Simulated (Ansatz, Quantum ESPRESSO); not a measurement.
# F on hollow sites of Mo(110): the work function of the upper face at a withheld member of a series

Method. Quantum ESPRESSO 7.5, PBE, GBRV ultrasoft. Slabs of 3 layers, covered on the upper face; adsorbates and the top layer relax in a periodic cell, the rest is held (the clean slab relaxes both outer layers); a run under open boundaries (ESM, bc1) gives both vacuum levels. Cells of one to 9 surface sites carry the coverages, on meshes of like density; cold smearing of 0.02 Ry. The slabs take the lattice constants of the bulk relaxed by the same program. The series steps the coverage.

| coverage | work function of the upper face (eV) |
| --- | --- |
| 0 ML | 4.715 |
| 0.1111 ML | 4.698 |
| 0.1667 ML | 4.722 |
| 0.3333 ML | 4.821 |
| 0.5 ML | 5.015 |
| 0.6667 ML | 5.146 |
| 0.75 ML | 5.247 |
| 1 ML | 5.739 |

To predict: What is the work function of the upper face at 0.25 ML?

**Worked estimate.** The rows at 0.1667 ML and 0.3333 ML give a slope of (4.821 − (4.722))/(0.3333 − (0.1667)) = 0.5942, so a straight line gives 4.772 eV. A parabola through these and the row at 0.1111 ML gives 4.766 eV.

**Check.** 4.770 eV. The line misses by +0.002 and the parabola by −0.004 eV. The line does better here.

Caveats: Thin slabs, one site and one ordered pattern a coverage; no reconstruction or subsurface sites; meshes differ a little between cells.
